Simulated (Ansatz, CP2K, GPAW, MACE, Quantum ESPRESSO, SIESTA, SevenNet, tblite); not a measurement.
# GPAW runs on (5,5) carbon nanotube bundle (80 atoms)

Aim: run (5,5) carbon nanotube bundle (80 atoms) in GPAW and see how near its forces come to a plane-wave reference, and at what cost.

Main program and level: GPAW 26.7.0; the method is named at each step.

## 1. Set-up

The cell holds 80 atoms: 80 C. Its edges and angles: a = 10.081 Å, b = 10.081 Å, c = 9.721 Å, α = 90.0°, β = 90.0°, γ = 120.0°. It derives from C (graphene). Graphene sheet (a = 2.46 Å) rolled into a (5,5) tube of diameter 6.78 Å, 4 periods, hexagonal bundle with 3.3 Å between walls; minimised with a classical potential (one cell length free). Then every atom was moved at random, 0.02 Å r.m.s. a Cartesian component. The structure's axis is c.

The yardstick, on the same geometry:

```
method                 : Kohn-Sham DFT, PBE, PAW, plane waves (Ansatz 0.2.0); cutoff 420 eV, Γ point, fermi-dirac smearing of 0.05 eV; PAW set soft_2
r.m.s. force component : 1.372 eV/Å
longest force          : 5.526 eV/Å
pressure               : 11.12 GPa
SCF cycles             : 9
time                   : 4.8 s on 8 threads of Arm Neoverse V2, shared host
CPU time               : 33 s
```

## 2. PBE, LCAO dzp, h 0.2 Å

Method: Kohn-Sham DFT, PBE, PAW, atomic orbitals (dzp).

The input, run.py:

```python
import numpy as np
from ase.io import read
from gpaw import GPAW, FermiDirac

atoms = read("structure.xyz")
atoms.calc = GPAW(
    mode="lcao",
    basis="dzp",
    h=0.2,
    xc="PBE",
    kpts={"size": (1, 1, 1), "gamma": True},
    occupations=FermiDirac(0.05),
    maxiter=200,
    symmetry={"point_group": False},
    txt="gpaw.txt",
)
energy = atoms.get_potential_energy(force_consistent=True)
forces = atoms.get_forces()
print(f"energy {energy:.6f} eV")
print("forces (eV/A)")
for i, (a, f) in enumerate(zip(atoms, forces)):
    print(f"{i:4d} {a.symbol:2s} {f[0]:10.5f} {f[1]:10.5f} {f[2]:10.5f}")
print(f"Fermi level {atoms.calc.get_fermi_level():.4f} eV")
for k in range(len(atoms.calc.get_ibz_k_points())):
    for s in range(atoms.calc.get_number_of_spins()):
        e = atoms.calc.get_eigenvalues(kpt=k, spin=s)
        n = np.searchsorted(e, atoms.calc.get_fermi_level())
        print(f"k {k} spin {s} levels about the Fermi level:", np.round(e[max(n - 6, 0):n], 4).tolist(), "|", np.round(e[n:n + 6], 4).tolist())
```

The input, structure.xyz:

```xyz
80
Lattice="10.08135 0.00000 0.00000 -5.04067 8.73070 0.00000 0.00000 0.00000 9.72051" Properties=species:S:1:pos:R:3 pbc="T T T"
C 3.36500 0.70064 1.27572
C 3.12663 1.39307 0.05998
C 2.26427 2.51252 0.03908
C 1.68863 2.91483 1.28330
C 0.36510 3.33958 1.29594
C -0.36227 3.39354 2.49224
C 8.36808 2.91317 0.08068
C 7.82908 2.52038 1.25570
C 6.94338 1.40625 1.30459
C 6.76539 0.71854 2.47688
C 1.69856 8.05835 0.09108
C 1.94586 7.34243 1.26726
C 2.75055 6.22770 1.27591
C 3.33103 5.82626 2.50566
C 4.68012 5.39514 2.50935
C 5.45104 5.34782 1.31519
C 6.71635 5.79815 1.26328
C -2.73875 6.24533 2.47474
C -1.91288 7.30105 2.50274
C -1.73807 8.00020 1.26736
C 3.33794 0.68920 3.72451
C 3.15062 1.36112 2.48320
C 2.24708 2.46372 2.48826
C 1.69110 2.93535 3.69302
C 0.37815 3.34037 3.67426
C -0.34337 3.35154 4.92023
C 8.40316 2.89239 2.50954
C 7.80660 2.46904 3.68543
C 6.99782 1.35509 3.71596
C 6.75541 0.68222 4.91615
C 1.68944 8.01234 2.51236
C 1.95120 7.35850 3.71673
C 2.79818 6.23756 3.69564
C 3.37443 5.81168 4.90837
C 4.67735 5.37322 4.90730
C 5.38662 5.37069 3.70769
C 6.70813 5.81604 3.70031
C -2.78119 6.21739 4.94142
C -1.92982 7.37229 4.92966
C -1.71241 8.04953 3.73899
C 3.31555 0.68798 6.12693
C 3.10848 1.34138 4.94356
C 2.24406 2.50091 4.94074
C 1.71595 2.92513 6.13082
C 0.35164 3.36795 6.12120
C -0.34765 3.36595 7.35318
C 8.39051 2.91693 4.93141
C 7.78452 2.51112 6.14881
C 6.98179 1.39822 6.12450
C 6.75803 0.70387 7.35843
C 1.69332 8.00247 4.92392
C 1.93099 7.36295 6.12878
C 2.77298 6.20788 6.14764
C 3.32997 5.82023 7.36329
C 4.70346 5.37270 7.36591
C 5.39428 5.36545 6.13384
[... 20 atom lines left out ...]
C 6.72270 5.81404 8.59604
C -2.74364 6.24647 0.05871
C -1.92967 7.34880 0.08350
C -1.72239 8.02002 8.57689
```

The run is started by

```
OMP_NUM_THREADS=1 python run.py > output.txt
```

Log:

```text
energy -694.980821 eV
forces (eV/A)
   0 C     0.18233   -0.03289   -0.48296
   1 C     0.45619   -0.66767    0.42884
   2 C     0.75382    0.04432    1.80548
   3 C     1.12368   -0.37811   -0.69784
   4 C    -1.59416    1.03269   -1.44286
   5 C     0.64228   -0.12925    0.19317
   6 C     0.91636    0.86058   -2.04456
   7 C    -1.33694   -0.46860    3.27656
   8 C    -0.13171   -0.43548   -3.13790
   9 C    -1.03220   -1.12273    1.59838
  10 C    -0.14991   -2.48318   -2.45050
  11 C    -1.86915    1.95187    1.63434
  12 C     0.78213   -1.39121    0.77056
  13 C     0.52585   -0.72687   -1.74159
  14 C     0.58041   -0.91376   -0.89672
  15 C    -5.37666   -0.68397   -2.39914
  16 C     4.41310    1.52691    0.50575
  17 C    -3.15390   -3.83182    1.01475
  18 C     2.02746    4.18984    0.13393
  19 C     1.54846    0.81949    2.08695
  20 C     0.43827    1.89120   -0.75506
  21 C    -0.24681    0.36856    0.99574
  22 C     1.03584    0.66500   -0.03094
  23 C     1.87511   -1.16585    0.69438
[...]
72 C     0.24128   -0.61323    2.48385
  73 C    -0.99609   -0.08779   -2.18235
  74 C     3.35728   -0.97452    1.15913
  75 C    -2.65908   -1.06825    3.71814
  76 C     3.06248    0.92919   -2.51130
  77 C    -2.18017   -2.86692    0.48840
  78 C     0.98840    0.61662   -1.84758
  79 C     0.32859   -1.11423   -0.27223
Fermi level 4.4957 eV
k 0 spin 0 levels about the Fermi level: [2.3723, 2.4399, 2.5008, 2.5455, 3.7558, 3.8568] | [5.1363, 5.2245, 5.7084, 5.8099, 5.9838, 6.0978]
```

gpaw.txt:

```text
Input parameters:
  mode=LCAO(),
  basis={'default': 'dzp'},
  h=0.2,
  kpts=MonkhorstPack(size=(1, 1, 1), gamma=True),
  maxiter=200,
  occupations=Occupations(name='fermi-dirac', width=0.05, fixmagmom=False),
  symmetry=Symmetry(point_group=False),
  xc=XC(name='PBE')
Unit cell  # Å
| periodic |         x |        y |        z |   lengths |     angles |
|----------|-----------|----------|----------|-----------|------------|
|      yes | 10.081350 | 0.000000 | 0.000000 | 10.081350 |  90.000000 |
|      yes | -5.040670 | 8.730700 | 0.000000 | 10.081343 |  90.000000 |
|      yes |  0.000000 | 0.000000 | 9.720510 |  9.720510 | 119.999990 |
Number of symmetries: 1
Symmetry operations  # r_c * U_cc + t_c -> r_c
|   | kind |            matrix            |
|---|------|------------------------------|
| 0 |  E   |  1, 0, 0,  0, 1, 0,  0, 0, 1 |
BZ-sampling:
  Number of BZ points: 1
  Number of IBZ points: 1
  Monkhorst-Pack size: [1, 1, 1]
  Monkhorst-Pack shift: [0, 0, 0]
[... lines left out ...]
Reference energy: -82210.249238  # eV
eigensolver:
density mixing:
  MSR1-Mixer
occupation numbers:
  Fermi-Dirac:
    width: 0.0500  # eV
FastPoissonSolver using
    Stencil: 8*3+1=25 point O(h^6) finite-difference Laplacian
xc functional:
  name: PBE with 2 nearest neighbor stencil
interpolation: tri-quintic # 5. degree polynomial
Initialization done in: 5.232 s
convergence criteria:
- Maximum [total energy] change in last 3 cyles: 0.0005 eV / valence electron
- Maximum integral of absolute [dens]ity change: 0.0001 electrons / valence electron
- Maximum integral of absolute [eigenst]ate change: 4e-08 eV^2 / valence electron
maximum number of iterations: 200
SCF iterations
|iter     |      energy | eigst |  dens |
|---------|-------------|-------|-------|
|iter:   1| -708.782907 |      c|       |
|iter:   2| -706.652437 |      c| -0.90 |
|iter:   3| -694.829825 |      c| -0.92 |
|iter:   4| -695.007005 |      c| -1.59 |
|iter:   5| -695.025076 |      c| -2.13 |
|iter:   6| -694.984107c|      c| -2.33 |
|iter:   7| -694.981126c|      c| -3.01 |
|iter:   8| -694.980818c|      c| -3.59 |
|iter:   9| -694.980816c|      c| -4.18c|
Converged in 9 steps
SCF loop duration: 49.577 s (5.509 s/step)
Energy contributions relative to reference atoms: (reference = -82210.249238)
Energy contributions:
  Kinetic:         719.677451
  Coulomb:        -699.666006
  Zero:             15.676171
  External:          0.000000
  Xc:             -730.668428
  Entropy:          -0.000009
  Spinorbit:         0.000000
  ----------------------------
  Free energy:    -694.980821
  Extrapolated:   -694.980816
dipole moment: (158.012144, -0.869945, -172.035382)  # |e|*Ang
Fermi level: 4.496
Eigenvalues  # (at kpt = [0.000, 0.000, 0.000])
| band index |      eig [eV] | occ [0-2] |
|------------|---------------|-----------|
|          0 |       -15.772 |     2.000 |
|        ... |               |           |
|        152 |         2.027 |     2.000 |
|        153 |         2.272 |     2.000 |
[...]
|        167 |         6.476 |     0.000 |
|        ... |               |           |
|        195 |        11.033 |     0.000 |
Gap: 1.280 eV
Transition (v -> c):
  (s=0, k=0, n=159, [0.00, 0.00, 0.00]) -> (s=0, k=0, n=160, [0.00, 0.00, 0.00])
No difference between direct/indirect transitions
Force computation time: 11.854  # s
timing:  # [seconds]
  Total:  66.692  # ━━━━━━━━━━━━━━━━━━━━━━━━━━━━━━━━━━━━━━━━━━━━━━━━━━━━━━━━━
  Init:    5.231  # ━━━━╸
  SCF:    49.577  # ━━━━━━━━━━━━━━━━━━━━━━━━━━━━━━━━━━━━━━━━━━╸
  Forces: 11.854  # ━━━━━━━━━━
```

Run time: 68 s. Hardware: 1 thread of Arm Neoverse V2, shared host; peak memory 0.68 GiB.

Banners, paths, timers and routine set-up lines are dropped from the logs unmarked, and long logs keep their key lines alone; longer cuts are marked.

Against the reference:

```
r.m.s. force component                  : 1.48 eV/Å
r.m.s. difference of force components   : 147.7 meV/Å
longest difference of force vectors     : 498.9 meV/Å
force difference over r.m.s. force      : 10.77 %
slope of forces against the reference's : 1.077
correlation of force components         : 0.9975
```

The surroundings of C33, picked at random, nearest first, numbered as they follow in the input and with coordinates relative to it.

| atom | x | y | z | distance (Å) | bonds | Fx | Fy | Fz (eV/Å) |
| --- | --- | --- | --- | --- | --- | --- | --- | --- |
| C33 | 0.00 | 0.00 | 0.00 | 0.00 | 3 | -0.81 | -0.28 | 1.46 |
| C14 | 0.53 | -0.41 | -1.19 | 1.37 | 3 | 0.53 | -0.73 | -1.74 |
| C32 | -0.85 | 1.12 | 0.02 | 1.41 | 3 | -0.87 | -0.22 | -0.36 |
| C34 | 0.58 | -0.43 | 1.21 | 1.41 | 3 | -2.14 | 0.45 | 0.93 |
| C15 | 1.88 | -0.84 | -1.19 | 2.38 | 3 | 0.58 | -0.91 | -0.90 |
| C35 | 1.88 | -0.86 | 1.21 | 2.40 | 3 | 1.49 | -0.94 | 1.23 |
| C31 | -1.11 | 1.77 | -1.18 | 2.40 | 3 | 0.00 | 0.18 | -1.61 |
| C51 | -1.10 | 1.76 | 1.23 | 2.42 | 3 | -0.36 | 0.46 | -0.18 |
| C13 | -0.05 | -0.01 | -2.42 | 2.42 | 3 | 0.78 | -1.39 | 0.77 |
| C53 | -0.03 | -0.03 | 2.45 | 2.45 | 3 | -0.20 | 0.06 | -1.35 |

Atoms are counted from 1 here, from 0 in the log.

Forces lie 11 % from the reference's, at 2.1 times its CPU time (on 1 against 8 cores).

The forces add up to 0.78 eV/Å instead of zero, usually a sign of too coarse a grid.

## 3. PBE, grid h 0.18 Å

Method: Kohn-Sham DFT, PBE, PAW, finite differences on a real-space grid.

Edit run.py of step 2 so:

```diff
@@ -3,2 +3,3 @@
 from gpaw import GPAW, FermiDirac
+from ase.parallel import parprint as print
 
@@ -6,5 +7,4 @@
 atoms.calc = GPAW(
-    mode="lcao",
-    basis="dzp",
-    h=0.2,
+    mode="fd",
+    h=0.18,
     xc="PBE",
@@ -14,2 +14,3 @@
     symmetry={"point_group": False},
+    nbands=194,
     txt="gpaw.txt",
```

structure.xyz is that of step 2.

The run is started by

```
OMP_NUM_THREADS=1 mpirun -np 2 gpaw python run.py > output.txt
```

Log:

```text
energy -720.967896 eV
forces (eV/A)
   0 C    -0.03163   -0.01054   -0.38741
   1 C     0.28362   -0.78824    0.40115
   2 C     0.65243   -0.07243    1.66786
   3 C     0.93531   -0.52068   -0.60571
   4 C    -1.52486    0.86254   -1.37636
   5 C     0.70483   -0.37745    0.22134
   6 C     0.94364    0.63487   -1.85678
   7 C    -1.16479   -0.53108    3.08171
   8 C     0.04312   -0.55924   -2.92988
   9 C    -0.87094   -1.06325    1.52971
  10 C     0.01187   -2.28350   -2.35173
  11 C    -1.64175    1.92206    1.54753
[...]
75 C    -2.55703   -0.87552    3.52711
  76 C     2.76953    1.01442   -2.42031
  77 C    -2.19877   -2.64978    0.47014
  78 C     0.72317    0.63570   -1.71793
  79 C     0.18635   -0.95114   -0.23875
Fermi level 4.5102 eV
k 0 spin 0 levels about the Fermi level: [2.3976, 2.4659, 2.5264, 2.5705, 3.7833, 3.8832] | [5.1391, 5.2248, 5.6782, 5.7759, 5.9353, 6.0883]
```

gpaw.txt:

```text
Input parameters:
  mode=FD(),
  h=0.18,
  kpts=MonkhorstPack(size=(1, 1, 1), gamma=True),
  maxiter=200,
  nbands=194,
  occupations=Occupations(name='fermi-dirac', width=0.05, fixmagmom=False),
  symmetry=Symmetry(point_group=False),
  xc=XC(name='PBE')
[... lines left out ...]
  Converge bands: occupied
[... lines left out ...]
  Fermi-Dirac:
[... lines left out ...]
convergence criteria:
- Maximum [total energy] change in last 3 cyles: 0.0005 eV / valence electron
[... lines left out ...]
Converged in 16 steps
[... lines left out ...]
  Free energy:    -720.967896
[... lines left out ...]
dipole moment: (157.600302, -0.863438, -171.621252)  # |e|*Ang
Fermi level: 4.510
Eigenvalues  # (at kpt = [0.000, 0.000, 0.000])
| band index |      eig [eV] | occ [0-2] |
|------------|---------------|-----------|
|          0 |       -15.649 |     2.000 |
|        ... |               |           |
|        152 |         2.057 |     2.000 |
|        153 |         2.299 |     2.000 |
[...]
|        167 |         6.445 |     0.000 |
|        ... |               |           |
|        193 |        10.354 |     0.000 |
Gap: 1.256 eV
Transition (v -> c):
  (s=0, k=0, n=159, [0.00, 0.00, 0.00]) -> (s=0, k=0, n=160, [0.00, 0.00, 0.00])
No difference between direct/indirect transitions
Force computation time: 1.217  # s
```

Wall time 2.1 min (2 MPI ranks); peak memory 1.5 GiB.

Compared with the plane-wave run:

- r.m.s. force component: 1.373 eV/Å
- r.m.s. difference of force components: 8.987 meV/Å
- longest difference of force vectors: 32.4 meV/Å
- force difference over r.m.s. force: 0.6552 %
- slope of forces against the reference's: 1.001
- correlation of force components: 1

Against the first run (11 %), the force difference from the reference is 0.66 %, at 3.6 times the CPU time (on 2 against 1 cores) (16 SCF steps against 9).

## 4. PBE, LCAO dzp, h 0.16 Å

Method: Kohn-Sham DFT, PBE, PAW, atomic orbitals (dzp).

Edit run.py of step 3 so:

```diff
@@ -7,4 +7,5 @@
 atoms.calc = GPAW(
-    mode="fd",
-    h=0.18,
+    mode="lcao",
+    basis="dzp",
+    h=0.16,
     xc="PBE",
@@ -14,3 +15,2 @@
     symmetry={"point_group": False},
-    nbands=194,
     txt="gpaw.txt",
```

structure.xyz is that of step 3.

Log:

```text
energy -702.404561 eV
forces (eV/A)
   0 C     0.14319   -0.03806   -0.46417
   1 C     0.47667   -0.69039    0.43104
   2 C     0.73738    0.05697    1.81868
   3 C     1.16885   -0.39880   -0.68402
   4 C    -1.60855    1.03484   -1.43598
   5 C     0.66279   -0.11996    0.19267
   6 C     0.90417    0.86436   -2.03847
   7 C    -1.32105   -0.47199    3.28693
   8 C    -0.14785   -0.45224   -3.12406
   9 C    -1.03110   -1.13448    1.61624
  10 C    -0.13455   -2.48395   -2.45940
  11 C    -1.86990    1.96847    1.63365
[...]
75 C    -2.66589   -1.07923    3.74174
  76 C     3.08136    0.94526   -2.51199
  77 C    -2.17437   -2.88572    0.51261
  78 C     0.99463    0.61512   -1.84310
  79 C     0.34215   -1.12352   -0.26736
Fermi level 4.4885 eV
k 0 spin 0 levels about the Fermi level: [2.3666, 2.4344, 2.4952, 2.5398, 3.7495, 3.8504] | [5.1282, 5.2164, 5.7018, 5.8034, 5.9761, 6.0912]
```

gpaw.txt:

```text
Input parameters:
  mode=LCAO(),
  basis={'default': 'dzp'},
  h=0.16,
  kpts=MonkhorstPack(size=(1, 1, 1), gamma=True),
  maxiter=200,
  occupations=Occupations(name='fermi-dirac', width=0.05, fixmagmom=False),
  symmetry=Symmetry(point_group=False),
  xc=XC(name='PBE')
[... lines left out ...]
  Fermi-Dirac:
[... lines left out ...]
convergence criteria:
- Maximum [total energy] change in last 3 cyles: 0.0005 eV / valence electron
[... lines left out ...]
Converged in 9 steps
[... lines left out ...]
  Free energy:    -702.404561
[... lines left out ...]
dipole moment: (157.997614, -0.865899, -172.057893)  # |e|*Ang
Fermi level: 4.488
Eigenvalues  # (at kpt = [0.000, 0.000, 0.000])
| band index |      eig [eV] | occ [0-2] |
|------------|---------------|-----------|
|          0 |       -15.767 |     2.000 |
|        ... |               |           |
|        152 |         2.022 |     2.000 |
|        153 |         2.267 |     2.000 |
[...]
|        167 |         6.467 |     0.000 |
|        ... |               |           |
|        195 |        11.021 |     0.000 |
Gap: 1.278 eV
Transition (v -> c):
  (s=0, k=0, n=159, [0.00, 0.00, 0.00]) -> (s=0, k=0, n=160, [0.00, 0.00, 0.00])
No difference between direct/indirect transitions
Force computation time: 9.720  # s
```

It took 59 s on 2 MPI ranks; peak memory 1.4 GiB.

Numbers from this run, and their distance from the reference:

```yaml
r_m_s_force_component: 1.483 eV/Å
r_m_s_difference_of_force_components: 148.5 meV/Å
longest_difference_of_force_vectors: 487 meV/Å
force_difference_over_r_m_s_force: 10.83 %
slope_of_forces_against_the_reference_s: 1.079
correlation_of_force_components: 0.9977
energy_less_the_same_level_run_s: -92.8 meV/atom
r_m_s_force_difference_from_the_same_level_run: 18 meV/Å
```

Against the first run (11 %), the force difference from the reference is 11 %, at 1.7 times the CPU time (on 2 against 1 cores): the change moves forces by 18 meV/Å r.m.s., so most of the difference comes from elsewhere.

## 5. The ladder

Differences are against the plane-wave reference, forces as r.m.s. over components; share is that over the reference's r.m.s. force, slope the least-squares factor from reference forces to these. Total energies of different programs have different zeros and aren't compared.

| run | Δ force, r.m.s. (meV/Å) | share (%) | slope | cores | CPU time | memory (GiB) |
| --- | --- | --- | --- | --- | --- | --- |
| reference | - | - | - | 8 | 33 s | 0.95 |
| GPAW PBE, LCAO dzp, h 0.2 Å | 148 | 10.8 | 1.077 | 1 | 68 s | 0.68 |
| GPAW PBE, grid h 0.18 Å | 8.99 | 0.655 | 1.001 | 2 | 4.1 min | 1.5 |
| GPAW PBE, LCAO dzp, h 0.16 Å | 149 | 10.8 | 1.079 | 2 | 2 min | 1.4 |

CPU time is summed over cores on a shared host, where runs went side by side, so it is rough. Symmetry, cutoffs, thresholds, outputs and thread counts weren't matched or tuned between programs; memory under MPI is the largest rank's times the ranks.

Within one program, basis, potentials and functional, energies share a zero. Each run against its twin at the usual cutoff or grid and solver:

| run | twin | Δ energy (meV/atom) | Δ force, r.m.s. (meV/Å) | CPU time over the twin's |
| --- | --- | --- | --- | --- |
| GPAW PBE, LCAO dzp, h 0.16 Å | LCAO dzp, h 0.2 Å | -92.8 | 18.0 | 1.7 (this twin ran on 1 cores) |

## 6. Results

```yaml
nearest_in_forces: GPAW PBE, grid h 0.18 Å, 0.66 %
its_cpu_time: 4.1 min
```

In words: PBE on plane waves or a grid with other potentials, cutoffs or grids differs from the reference by 0.66 % (GPAW PBE, grid h 0.18 Å) of the r.m.s. force; this holds the reference's own error, so differences of a few per cent don't tell which side is nearer the exact PBE result. The PBE runs in local orbitals differ by 11 % in each run; basis, grid and potentials can all enter. None of the electronic-structure runs in the table takes under half the reference's CPU time of 33 s; they take 2.1 to 7.5 times as much. The reference's pressure of 11 GPa belongs to a cell and atoms that aren't relaxed at this level. The electronic-structure runs sample only Γ, in a cell whose shortest periodic width is 9 Å.

[Also dropped from logs without a mark: logging warnings of Python, and SIESTA's first energy breakdown and zero terms.]

[Logs are printed without paths, hosts, clocks, repeated set-up lines and the standing remarks that a program may print on its own settings, such as how far it seeks lower states.]

[Hosts, paths, dates, database ids (printed as entryN), source tags and the programs' standing remarks are cut or masked in the printed files.]
